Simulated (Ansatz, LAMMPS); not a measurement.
# Structural relaxation of a frame of liquid 52SiO2-48Li2O (mol %) from 3000 K (69 atoms), part 2 of 3

Aim: bring a frame of liquid 52SiO2-48Li2O (mol %) from 3000 K (69 atoms) to a nearby minimum of the energy and see what moves.

Ansatz 0.2.0; Kohn-Sham DFT, PBE, PAW (set soft_2), plane waves.

The cell: 12 Si, 22 Li and 35 O. The network of bonds at the start is that of the classical potential that made the cell. Sampling is at Γ alone, for a cell whose shortest periodic width is 9 Å.

So far. Step 3 (Single point at the start): The r.m.s. force component of 2.8 eV/Å and the pressure of 9.1 GPa set the starting point.

**4. Relaxation**

The atoms are relaxed in the fixed cell, aiming at the force tolerance of the input.

File input.yaml:

```yaml
crystal:
  lattice:
    - [9.0778, 0.0, 0.0]
    - [0.0, 9.0778, 0.0]
    - [0.0, 0.0, 9.0778]
  atoms:
    [... the 69 atom lines of step 3 ...]
kpoints:
  mp_grid: { grid: [1, 1, 1] }
hamiltonian:
  xc: pbe
scf:
  occupations: { method: fixed }
output:
  forces: true
relax:
  f_tol: 0.03
  max_steps: 200
```

Command:

```console
ansatz run input.yaml --threads 4 --pin off --max-ram 8192MiB --backend cpu --events-out ev --progress --plain --runs-dir out
```

Numbers of over 12 decimals in the logs are rounded to 6 here.

Output:

```text
[...]
Crystal: 69 atoms, lattice volume = 748.069 Å³
Basis set: ecut = 420 eV, 14771 PW (Γ), exchange–correlation on 128×128×128 points (8 copies of the dense FFT grid, shifted against one another)
Bands: 231, of which v1, the nominal top of the filled ones, is band 162 counted from 1 (161 counted from 0)
Symmetry: 1 space group operations
[...]
k-points: 1
[...]
SCF iter   1: F=—  HF=-32037.776472 eV  |F-HF|=—  |Δ(HF+E_count)|=         —  Δρ=5.38e-3  dr2=3.28e-1  ethr=1.77e-3  ⟨swp⟩=5.0  Hψ=735  notcnv=0  defer=67
[...]
SCF iter   3: F=—  HF=-32037.693282 eV  |F-HF|=—  |Δ(HF+E_count)|=   1.45e-2  Δρ=1.49e-3  dr2=3.45e-2  ethr=2.72e-5  ⟨swp⟩=2.0  Hψ=275  notcnv=0  defer=44
automatic band count: iteration 3 solves 208 bands in place of 231: the levels show a gap, and the empty bands left out lie too high to hold charge; the band table lists the bands solved (type scf.n_extra_bands for more)
SCF iter   4: F=—  HF=-32037.686639 eV  |F-HF|=—  |Δ(HF+E_count)|=   6.64e-3  Δρ=9.05e-4  dr2=6.60e-3  ethr=1.06e-5  ⟨swp⟩=3.0  Hψ=276  notcnv=0  defer=44
[...]
SCF iter   7: F=-32037.686969 eV  HF=-32037.686963 eV  |F-HF|=6.43e-6  |Δ(HF+E_count)|=   8.17e-7  Δρ=4.63e-5  dr2=1.71e-5  ethr=6.94e-9  ⟨swp⟩=3.0  Hψ=719  notcnv=0
SCF 1 converged in 7 iterations: F = -32037.686969 eV  dr2 = 1.71e-5
[...]
relax step   1: F+E_penalty+E_count = -32037.68696894 eV  Δ(F+E_penalty+E_count) = +0.000e0 eV  max|allowed force component| = 1.176e1 eV/Å  Δτ_max = 0.0000 Å  (7 SCF iters, dr2 threshold 2.25e-5 eV, accepted)
[... from here on, the SCF cycles and remarks between the steps are left out ...]
relax step   2: F+E_penalty+E_count = -32050.51436834 eV  Δ(F+E_penalty+E_count) = -1.283e1 eV  max|allowed force component| = 7.094e0 eV/Å  Δτ_max = 0.1948 Å  (8 SCF iters, dr2 threshold 1.00e-4 eV, accepted)
relax step   3: F+E_penalty+E_count = -32058.71611265 eV  Δ(F+E_penalty+E_count) = -8.202e0 eV  max|allowed force component| = 3.101e0 eV/Å  Δτ_max = 0.1950 Å  (8 SCF iters, dr2 threshold 1.00e-4 eV, accepted)
relax step   4: F+E_penalty+E_count = -32062.26346555 eV  Δ(F+E_penalty+E_count) = -3.547e0 eV  max|allowed force component| = 2.012e0 eV/Å  Δτ_max = 0.1950 Å  (7 SCF iters, dr2 threshold 1.00e-4 eV, accepted)
relax step   5: F+E_penalty+E_count = -32063.90785253 eV  Δ(F+E_penalty+E_count) = -1.644e0 eV  max|allowed force component| = 7.746e-1 eV/Å  Δτ_max = 0.1950 Å  (7 SCF iters, dr2 threshold 1.00e-4 eV, accepted)
relax step   6: F+E_penalty+E_count = -32064.81514484 eV  Δ(F+E_penalty+E_count) = -9.073e-1 eV  max|allowed force component| = 5.689e-1 eV/Å  Δτ_max = 0.1940 Å  (6 SCF iters, dr2 threshold 8.90e-5 eV, accepted)
relax step   7: F+E_penalty+E_count = -32065.39102067 eV  Δ(F+E_penalty+E_count) = -5.759e-1 eV  max|allowed force component| = 4.899e-1 eV/Å  Δτ_max = 0.1953 Å  (6 SCF iters, dr2 threshold 4.80e-5 eV, accepted)
relax step   8: F+E_penalty+E_count = -32065.90589399 eV  Δ(F+E_penalty+E_count) = -5.149e-1 eV  max|allowed force component| = 5.098e-1 eV/Å  Δτ_max = 0.2000 Å  (6 SCF iters, dr2 threshold 1.00e-4 eV, accepted)
relax step   9: F+E_penalty+E_count = -32066.43729775 eV  Δ(F+E_penalty+E_count) = -5.314e-1 eV  max|allowed force component| = 3.614e-1 eV/Å  Δτ_max = 0.1929 Å  (6 SCF iters, dr2 threshold 1.00e-4 eV, accepted)
relax step  10: F+E_penalty+E_count = -32066.83695584 eV  Δ(F+E_penalty+E_count) = -3.997e-1 eV  max|allowed force component| = 3.940e-1 eV/Å  Δτ_max = 0.1963 Å  (6 SCF iters, dr2 threshold 6.57e-5 eV, accepted)
relax step  11: F+E_penalty+E_count = -32067.27684632 eV  Δ(F+E_penalty+E_count) = -4.399e-1 eV  max|allowed force component| = 3.681e-1 eV/Å  Δτ_max = 0.2000 Å  (6 SCF iters, dr2 threshold 7.80e-5 eV, accepted)
relax step  12: F+E_penalty+E_count = -32067.60803772 eV  Δ(F+E_penalty+E_count) = -3.312e-1 eV  max|allowed force component| = 3.854e-1 eV/Å  Δτ_max = 0.1949 Å  (6 SCF iters, dr2 threshold 1.00e-4 eV, accepted)
relax step  13: F+E_penalty+E_count = -32068.00539070 eV  Δ(F+E_penalty+E_count) = -3.974e-1 eV  max|allowed force component| = 3.086e-1 eV/Å  Δτ_max = 0.2000 Å  (6 SCF iters, dr2 threshold 1.00e-4 eV, accepted)
relax step  14: F+E_penalty+E_count = -32068.34405572 eV  Δ(F+E_penalty+E_count) = -3.387e-1 eV  max|allowed force component| = 3.447e-1 eV/Å  Δτ_max = 0.1949 Å  (6 SCF iters, dr2 threshold 6.11e-5 eV, accepted)
relax step  15: F+E_penalty+E_count = -32068.62320307 eV  Δ(F+E_penalty+E_count) = -2.791e-1 eV  max|allowed force component| = 3.306e-1 eV/Å  Δτ_max = 0.1968 Å  (6 SCF iters, dr2 threshold 7.62e-5 eV, accepted)
relax step  16: F+E_penalty+E_count = -32068.92250354 eV  Δ(F+E_penalty+E_count) = -2.993e-1 eV  max|allowed force component| = 4.187e-1 eV/Å  Δτ_max = 0.1950 Å  (6 SCF iters, dr2 threshold 1.00e-4 eV, accepted)
relax step  17: F+E_penalty+E_count = -32069.27618729 eV  Δ(F+E_penalty+E_count) = -3.537e-1 eV  max|allowed force component| = 3.386e-1 eV/Å  Δτ_max = 0.1952 Å  (6 SCF iters, dr2 threshold 1.00e-4 eV, accepted)
[...]
relax step  63: F+E_penalty+E_count = -32072.39320459 eV  Δ(F+E_penalty+E_count) = +1.093e-4 eV  max|allowed force component| = 4.812e-1 eV/Å  Δτ_max = 0.2000 Å  (7 SCF iters, dr2 threshold 1.29e-5 eV, rejected (line search))
relax step  64: F+E_penalty+E_count = -32072.39331831 eV  Δ(F+E_penalty+E_count) = -4.384e-6 eV  max|allowed force component| = 1.343e-1 eV/Å  Δτ_max = 0.0000 Å  (10 SCF iters, accepted)
relax step  65: F+E_penalty+E_count = -32072.39250047 eV  Δ(F+E_penalty+E_count) = +8.178e-4 eV  max|allowed force component| = 4.828e-1 eV/Å  Δτ_max = 0.2000 Å  (7 SCF iters, dr2 threshold 1.29e-5 eV, rejected (line search))
relax step  66: F+E_penalty+E_count = -32072.43550374 eV  Δ(F+E_penalty+E_count) = -4.219e-2 eV  max|allowed force component| = 1.018e-1 eV/Å  Δτ_max = 0.0956 Å  (9 SCF iters, accepted)
[...]
relax step  74: F+E_penalty+E_count = -32072.73244445 eV  Δ(F+E_penalty+E_count) = -2.532e-2 eV  max|allowed force component| = 2.139e-1 eV/Å  Δτ_max = 0.2000 Å  (6 SCF iters, dr2 threshold 3.36e-5 eV, accepted)
relax step  75: F+E_penalty+E_count = -32072.75397265 eV  Δ(F+E_penalty+E_count) = -2.153e-2 eV  max|allowed force component| = 1.141e-1 eV/Å  Δτ_max = 0.0491 Å  (5 SCF iters, dr2 threshold 4.58e-5 eV, accepted)
relax step  76: F+E_penalty+E_count = -32072.75807251 eV  Δ(F+E_penalty+E_count) = -4.100e-3 eV  max|allowed force component| = 1.187e-1 eV/Å  Δτ_max = 0.2000 Å  (7 SCF iters, dr2 threshold 3.70e-6 eV, accepted)
relax step  77: F+E_penalty+E_count = -32072.76698237 eV  Δ(F+E_penalty+E_count) = -8.910e-3 eV  max|allowed force component| = 5.873e-2 eV/Å  Δτ_max = 0.0473 Å  (6 SCF iters, dr2 threshold 4.01e-6 eV, accepted)
relax step  78: F+E_penalty+E_count = -32072.76320833 eV  Δ(F+E_penalty+E_count) = +3.774e-3 eV  max|allowed force component| = 1.082e-1 eV/Å  Δτ_max = 0.1227 Å  (9 SCF iters, rejected (line search))
relax step  79: F+E_penalty+E_count = -32072.77102416 eV  Δ(F+E_penalty+E_count) = -4.042e-3 eV  max|allowed force component| = 3.157e-2 eV/Å  Δτ_max = 0.0368 Å  (8 SCF iters, accepted)
relax step  80: F+E_penalty+E_count = -32072.77387900 eV  Δ(F+E_penalty+E_count) = -2.855e-3 eV  max|allowed force component| = 3.656e-2 eV/Å  Δτ_max = 0.0744 Å  (9 SCF iters, accepted)
relax step  81: F+E_penalty+E_count = -32072.77613606 eV  Δ(F+E_penalty+E_count) = -2.257e-3 eV  max|allowed force component| = 3.757e-2 eV/Å  Δτ_max = 0.0225 Å  (7 SCF iters, accepted)
relax step  82: F+E_penalty+E_count = -32072.78044514 eV  Δ(F+E_penalty+E_count) = -4.309e-3 eV  max|allowed force component| = 6.151e-2 eV/Å  Δτ_max = 0.0905 Å  (7 SCF iters, dr2 threshold 1.41e-6 eV, accepted)
relax step  83: F+E_penalty+E_count = -32072.78759885 eV  Δ(F+E_penalty+E_count) = -7.154e-3 eV  max|allowed force component| = 1.135e-1 eV/Å  Δτ_max = 0.1583 Å  (7 SCF iters, dr2 threshold 3.78e-6 eV, accepted)
relax step  84: F+E_penalty+E_count = -32072.79428131 eV  Δ(F+E_penalty+E_count) = -6.682e-3 eV  max|allowed force component| = 2.388e-1 eV/Å  Δτ_max = 0.1755 Å  (6 SCF iters, dr2 threshold 1.29e-5 eV, accepted)
relax step  85: F+E_penalty+E_count = -32072.80433551 eV  Δ(F+E_penalty+E_count) = -1.005e-2 eV  max|allowed force component| = 1.581e-1 eV/Å  Δτ_max = 0.0602 Å  (5 SCF iters, dr2 threshold 5.70e-5 eV, accepted)
relax step  86: F+E_penalty+E_count = -32072.79311728 eV  Δ(F+E_penalty+E_count) = +1.122e-2 eV  max|allowed force component| = 1.939e-1 eV/Å  Δτ_max = 0.2000 Å  (7 SCF iters, dr2 threshold 1.10e-5 eV, rejected (line search))
relax step  87: F+E_penalty+E_count = -32072.81431941 eV  Δ(F+E_penalty+E_count) = -9.984e-3 eV  max|allowed force component| = 1.169e-1 eV/Å  Δτ_max = 0.0953 Å  (9 SCF iters, accepted)
relax step  88: F+E_penalty+E_count = -32072.79878588 eV  Δ(F+E_penalty+E_count) = +1.553e-2 eV  max|allowed force component| = 3.213e-1 eV/Å  Δτ_max = 0.1000 Å  (7 SCF iters, dr2 threshold 5.99e-6 eV, rejected (line search))
relax step  89: F+E_penalty+E_count = -32072.82425329 eV  Δ(F+E_penalty+E_count) = -9.934e-3 eV  max|allowed force component| = 3.162e-2 eV/Å  Δτ_max = 0.0500 Å  (9 SCF iters, accepted)
relax step  90: F+E_penalty+E_count = -32072.82291672 eV  Δ(F+E_penalty+E_count) = +1.337e-3 eV  max|allowed force component| = 4.754e-2 eV/Å  Δτ_max = 0.0395 Å  (8 SCF iters, rejected (line search))
relax step  91: F+E_penalty+E_count = -32072.82525260 eV  Δ(F+E_penalty+E_count) = -9.993e-4 eV  max|allowed force component| = 1.976e-2 eV/Å  Δτ_max = 0.0196 Å  (8 SCF iters, accepted)
SCF converged after 8 iterations
Free energy (F): -32072.825253 eV
[...]
Internal energy: -32072.825253 eV  (E = F + TS)
E sigma→0 (E₀):  -32072.825253 eV
Fermi energy:    3.169103 eV
[...]
--- Forces (eV/Å), atoms counted from 1 ---
  atom   1  Si    -0.00274225     0.00001629     0.00055404
  atom   2  Si    -0.00005622     0.00461095     0.00611936
  atom   3  Si    -0.00799980    -0.01028037    -0.00380123
  atom   4  Si    -0.00233250     0.00055597    -0.00297699
  atom   5  Si     0.00306609     0.00226771    -0.00011704
  atom   6  Si     0.00490633    -0.00089115    -0.00377776
  atom   7  Si    -0.00037285    -0.00519725    -0.01298006
  atom   8  Si     0.00227085     0.00184315    -0.00102206
  atom   9  Si    -0.00509659    -0.00011564    -0.00575898
  atom  10  Si    -0.01297477     0.00494735     0.01012696
  atom  11  Si     0.00194949     0.00210536     0.00871817
  atom  12  Si     0.00463689    -0.00649332    -0.00810004
  atom  13  Li    -0.00222339    -0.00275080    -0.00230693
  atom  14  Li    -0.00015416    -0.00060799     0.00198263
[...]
atom  68  O     -0.00303995     0.00282907     0.00029469
  atom  69  O      0.00252724     0.00181537     0.00010743
  max |Σ_I F_I| component: 2.52e-5 eV/Å
--- Relaxed structure (91 steps of the walk, 84 accepted, 0 SCFs on fresh bases) ---
  F+E_penalty+E_count = -32072.82525260 eV   max|allowed force component| = 1.976e-2 eV/Å
  atoms:
    - { symbol: Si, position: [0.888537, 0.745240, 0.766793] }
    - { symbol: Si, position: [0.737591, 0.079841, 0.275329] }
    - { symbol: Si, position: [0.168561, 0.864551, 0.220054] }
    - { symbol: Si, position: [0.149480, 0.099141, 0.000640152] }
[...]
- { symbol: O, position: [0.078709, 0.985049, 0.119191] }
```

Run time: 3.7 min. Hardware: 4 threads of Arm Neoverse V2, shared host; peak memory 0.78 GiB; 14 min of CPU time.

The steps of the relaxation (22 of 91):

```
step  energy less that of the first step (eV)  largest force component (eV/Å)
   1                                   0.0000                         11.7613
   5                                 -26.2209                          0.7746
  10                                 -29.1500                          0.3940
  14                                 -30.6571                          0.3447
  18                                 -31.9989                          0.4580
  22                                 -33.1577                          0.2682
  27                                 -33.5200                          0.1196
  31                                 -33.6175                          0.1204
  35                                 -33.8233                          0.2534
  40                                 -33.8866                          0.2620
  44                                 -33.9222                          0.0594
  48                                 -34.0009                          0.1860
  52                                 -34.1551                          0.2112
  57                                 -34.5664                          0.2306
  61                                 -34.6953                          0.1585
  65                                 -34.7055                          0.4828
  70                                 -34.9021                          0.1886
  74                                 -35.0455                          0.2139
  78                                 -35.0762                          0.1082
  82                                 -35.0935                          0.0615
  87                                 -35.1274                          0.1169
  91                                 -35.1383                          0.0198
```

Relaxation steps 40, 63, 65, 78, 86, 88, 90 were tried and not accepted.

The atoms that moved most (Å):

```
atom      dx      dy     dz  length
Li26   1.226   2.640  1.511   3.280
Li14  -0.197   1.841  1.413   2.329
Li24  -0.743   1.831  0.776   2.123
 O35  -0.039   1.267  1.561   2.011
 O55  -0.551   1.303  1.145   1.820
 O69  -1.000   1.052  0.999   1.762
 Si3  -0.411   1.281  1.123   1.753
 O56  -0.138  -1.269  1.102   1.686
```

The relaxation changed the energy by -509 meV/atom, and atoms moved by 1.2 Å r.m.s., 3.3 Å at most.

**5. Distances and neighbours after relaxation**

Bonds before and after, by the cutoffs listed below:

```
pair  bonds before  bonds after  mean before (Å)  mean after (Å)  spread before (Å)  spread after (Å)
O-Li            73           83            2.074           2.006              0.187             0.145
O-Si            47           48            1.649           1.647              0.145             0.044
```

Density 2.33 g/cm³, 10.84 Å³ an atom.

g(r), total and by pair (bins of 0.2 Å):

```
r (Å)  total   O-O  O-Li   O-Si  Li-Li  Li-Si  Si-Si
 1.50   0.30  0.00  0.00   1.72   0.00   0.00   0.00
 1.70   1.95  0.00  0.12  10.84   0.00   0.00   0.00
 1.90   1.55  0.00  4.82   0.00   0.00   0.00   0.00
 2.10   0.76  0.00  2.34   0.00   0.00   0.00   0.00
 2.30   0.24  0.00  0.74   0.00   0.00   0.00   0.00
 2.50   0.72  1.04  0.36   0.00   1.53   1.63   0.00
 2.70   1.44  3.86  0.31   0.00   1.69   1.55   0.00
 2.90   0.94  1.34  0.23   0.00   2.06   2.12   2.42
 3.10   1.17  1.11  0.88   0.37   1.55   2.83   2.15
 3.30   1.07  1.20  0.64   1.24   0.91   1.87   1.19
 3.50   1.10  0.71  1.61   0.81   1.31   1.03   0.00
 3.70   0.86  0.53  1.37   0.82   0.91   0.33   0.29
 3.90   0.85  0.55  0.96   1.40   0.58   0.83   0.00
 4.10   1.00  0.83  1.02   1.81   0.66   0.60   0.24
 4.30   1.16  0.81  1.32   2.04   0.73   0.61   0.88
```

Bonds by pair of elements; cutoffs follow the first minimum of g(r), held within bounds set by covalent radii, and pairs that aren't listed don't count as bonded:

```
pair A-B  cutoff (Å)  bonds  mean length (Å)  spread (Å)  shortest (Å)  B about A  A about B
    O-Li        2.48     83             2.01       0.145          1.76       2.37       3.77
    O-Si        2.12     48             1.65       0.044          1.58       1.37          4
```

How many atoms have how many bonded neighbours:

```
element  mean  2   3   4  5
     Li  3.77  0   7  13  2
      O  3.74  1  11  19  4
     Si     4  0   0  12  0
```

Bond angles, per cent of each kind in bins of 5°:

```
angle (°)  O-Li-O  Li-O-Si  Li-O-Li  O-Si-O  Si-O-Si
    65–70     0.8      0.0      0.0     0.0      0.0
    70–75     2.5      0.0      2.7     0.0      0.0
    75–80     6.7      2.0     14.7     0.0      0.0
    80–85     7.6      9.0      5.3     0.0      0.0
    85–90     5.9     12.0     13.3     0.0      0.0
    90–95    10.9      6.0     10.7     0.0      0.0
   95–100    10.1      3.0      5.3     5.6      0.0
  100–105     6.7      5.0     10.7    13.9      0.0
  105–110     8.4      6.0      6.7    43.1      0.0
  110–115     9.2     10.0      6.7    22.2      7.7
  115–120     6.7     16.0      5.3     9.7      7.7
  120–125     3.4     11.0      1.3     4.2      7.7
  125–130     3.4      4.0      4.0     1.4     30.8
  130–135     3.4      4.0      4.0     0.0      0.0
  135–140     1.7      2.0      1.3     0.0     15.4
  140–145     1.7      4.0      1.3     0.0      7.7
  145–150     1.7      3.0      0.0     0.0      7.7
  150–155     4.2      2.0      2.7     0.0      7.7
  155–160     1.7      0.0      0.0     0.0      7.7
  160–165     1.7      1.0      1.3     0.0      0.0
  165–170     0.8      0.0      0.0     0.0      0.0
  170–175     0.8      0.0      2.7     0.0      0.0
```

Bond angles (no mean is given where the spread exceeds 20°):

```
  angle  count  mean (°)  spread (°)
 O-Li-O    119         -           -
Li-O-Si    100       111        19.9
Li-O-Li     75         -           -
 O-Si-O     72       109         5.6
Si-O-Si     13       133        12.3
```

Oxygen atoms by the number of network formers (Si, P, Ge, B, Al, As, Ga) bound to them:

```
network formers bound to O  O atoms  per cent
                         0        0         0
                         1       22      62.9
                         2       13      37.1
```

Network units: each former by its oxygen neighbours and how many of them bridge to another former:

```
former  O neighbours  bridging O  atoms
    Si             4           1      3
    Si             4           2      5
    Si             4           3      3
    Si             4           4      1
```

Bond length by coordination (bonds to H left out):

```
element  coordination  atoms  mean bond length (Å)
     Li             3      7                  1.90
     Li             4     13                  2.02
     Li             5      2                  2.13
      O             2      1                  1.64
      O             3     11                  1.81
      O             4     19                  1.89
      O             5      4                  1.95
```

First main peaks of g(r), for some of the pairs, lie near 2.7 Å (O-O), 1.9 Å (O-Li), 1.6 Å (O-Si) and 2.9 Å (Li-Li). Counting bonds as in the table, 59 % of Li atoms have 4, 54 % of O atoms have 4 and all Si atoms have 4 bonded neighbours. 37 % of the oxygens bridge two formers (Si) and 63 % are non-bridging. The commonest Si unit has 4 oxygens, 2 of them shared with other formers (5 of 12 atoms).

[end of part 2 of 3]

[Logs are printed without paths, hosts, clocks, repeated set-up lines and the standing remarks that a program may print on its own settings, such as how far it seeks lower states.]

[Hosts, paths, dates, database ids (printed as entryN), source tags and the programs' standing remarks are cut or masked in the printed files.]
